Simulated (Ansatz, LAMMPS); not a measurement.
# Squeezing and shearing glassy CaAl2Si2O8 (130 atoms): runs compared

How stiff is glassy CaAl2Si2O8 (130 atoms), and how do its levels respond to strain?

Computed with Ansatz 0.2.0: Kohn-Sham DFT, PBE, PAW (set soft_2), plane waves.

### 1. The cell as built

The cell holds 130 atoms: 20 Al, 10 Ca, 80 O and 20 Si. Its edges and angles: a = 11.949 Å, b = 11.949 Å, c = 11.949 Å, α = 90.0°, β = 90.0°, γ = 90.0°. 130 atoms (20 Al, 10 Ca, 80 O, 20 Si) placed at random at 2.71 g/cm³, melted at 4500 K for 20 ps at fixed volume with the Morse and Coulomb pair potential with partial charges (Pedone, Malavasi, Menziani, Cormack and Segre, J. Phys. Chem. B 110, 11780 (2006)). Quenched from 4500 K to 300 K at 10 K/ps and fixed volume, held 5 ps.

Limits known from the start: The quench rate of 10 K/ps is orders of magnitude faster than experiment, which tends to freeze in extra defects. The starting topology of bonds comes from the classical model, and needn't be the one that DFT or experiment would give. Sampling is at Γ alone.

### 2. The reference run

The reference is a single point at the end of the relaxation.

Every strained cell starts from the geometry of this run, and its atoms are relaxed with the cell held.

Its input, with most atom lines left out:

```yaml
crystal:
  lattice:
    - [11.91901, -0.14093, 0.11026]
    - [-0.14093, 12.00812, 0.03436]
    - [0.11026, 0.03436, 11.78618]
  atoms:
    - { symbol: Al, position: [0.04595, 0.59062, 0.96116] }
    - { symbol: Al, position: [0.7367, 0.79737, 0.43495] }
    - { symbol: Al, position: [0.27456, 0.69074, 0.64615] }
    - { symbol: Al, position: [0.38625, 0.34418, 0.32243] }
    - { symbol: Al, position: [0.03706, 0.08235, 0.86369] }
    - { symbol: Al, position: [0.0421, 0.68566, 0.71981] }
    - { symbol: Al, position: [0.91262, 0.60317, 0.19775] }
    [... atom lines 8 to 130 left out ...]
kpoints:
  mp_grid: { grid: [1, 1, 1] }
hamiltonian:
  xc: pbe
scf:
  occupations: { method: gaussian, width: 0.05 }
output:
  forces: true
  stress: true
  populations: true
  dos:
    method: { smearing: { sigma: 0.08 } }
    de: 0.1
    projected: { site_lists: { Al: [Al], Ca: [Ca], O: [O], Si: [Si] } }
  eigenvalues: true
  write_density: true
  write_potential: true
  volumetric_format: npy
```

| Item | Value |
| --- | --- |
| free energy per atom | -670.7964 eV/atom |
| r.m.s. force component | 0.01018 eV/Å |
| pressure | 0.02917 GPa |

Filled and empty levels are parted by 3.89 eV (at Γ alone); a semilocal functional tends to put such gaps too low. In a disordered cell it changes from sample to sample, and tail or defect levels can set it.

### 3. The runs

Each row is one run, on 4 threads of Intel Xeon Platinum 8223CL at 3.00GHz (Skylake/Cascade Lake), shared host. The free energy is the program's total, comparable only between runs with the same functional, potentials and atoms.

```csv
run,atoms,outcome,"ionic steps, all passes",free energy (eV),time,host memory (GiB)
Single point at the start,130,converged,-,-87193.106,16 s,2.5
Cell and atoms relaxed,130,converged,16,-87203.535,4.6 min,2.5
Single point at the relaxed geometry,130,converged,-,-87203.535,31 s,2.5
Volume -3 %,130,converged,11,-87203.192,3.5 min,2.5
Volume +3 %,130,converged,8,-87203.234,2.9 min,2.6
Volume -6 %,130,converged,13,-87202.113,4 min,2.4
Volume +6 %,130,converged,18,-87202.633,6.4 min,2.8
Volume -10 %,130,converged,14,-87199.446,4.2 min,2.3
Stretched by 1 % along x,130,converged,8,-87203.482,2.7 min,2.6
Compressed by 1 % along x,130,converged,7,-87203.485,2.3 min,2.5
Sheared by 2 % in xy,130,converged,7,-87203.469,2.3 min,2.5
```

In some runs the program notes that the SCF threshold is loose for the stress.

### 4. Pressure against volume

Atoms are relaxed at each volume, in the scaled cell.

```csv
volume change (%),volume (Å³/atom),energy change (meV/atom),pressure (GPa),largest move on relaxing (Å),bonds,gap (eV)
-10,11.676,31.45,8.40,0.74,232,3.75
-6,12.195,10.94,4.66,0.40,225,3.97
-3,12.584,2.64,2.24,0.18,222,3.96
+0,12.973,0.00,0.03,-,219,3.89
+3,13.362,2.32,-1.90,0.19,219,3.81
+6,13.751,6.94,-3.36,1.52,218,3.78
```

### 5. Uniaxial strain and shear

Stress (GPa, compression positive) less that of the relaxed cell, atoms relaxed:

```csv
strain,xx,yy,zz,xy,energy change (meV/atom)
stretched by 1 % along x,-1.084,-0.402,-0.480,0.030,0.41
compressed by 1 % along x,1.122,0.476,0.435,-0.113,0.39
sheared by 2 % in xy,0.104,-0.052,0.114,-0.600,0.51
```

### 6. What came out

The bulk modulus, from the slope of pressure against ln V over the three points nearest the relaxed volume, is 69.1 GPa; a quadratic over all points gives a pressure derivative of about 3.7. The count of bonds runs from 218 to 232 over the series, so at some points contacts cross the cutoffs. At -10 % and +6 % some atom moved by over 0.5 Å on relaxing, so those points may sit in another local minimum. The gap goes from 3.75 eV at the smallest volume to 3.78 eV at the largest, not monotonically (lowest 3.75, highest 3.97 eV), on the run's k-points. In the Cartesian axes of the cell, finite differences give C11 = 110, C12 = 43.9, C13 = 45.7 and C66 = 30.0 GPa (the shear of 2 % is the engineering strain, εxy = 0.01). The mean of C11, C12 and C13, which equals the bulk modulus in a cubic or isotropic solid, is 66.7 GPa: it agrees with the bulk modulus within 10 %. For an isotropic solid C66 would equal (C11 − C12)/2 = 33.2 GPa; so small a sample needn't be isotropic, and C66 rests on one shear. With the bulk modulus and C66 as K and G, Young's modulus would be about 79 GPa and Poisson's ratio 0.31.

**Limits.** Strains are finite and relaxations stop at the force tolerance of the input, which can leave moduli too stiff; they are those of a static cell at zero temperature. Volumes are changed with the cell's shape held, so in an anisotropic solid the modulus lies over the one under free hydrostatic load. The program notes that the SCF threshold of the relaxations is loose for the stress.

The DFT runs together took 34 min of wall time.

[Logs are printed without paths, hosts, clocks, repeated set-up lines and the standing remarks that a program may print on its own settings, such as how far it seeks lower states.]

[Hosts, paths, dates, database ids (printed as entryN), source tags and the programs' standing remarks are cut or masked in the printed files.]
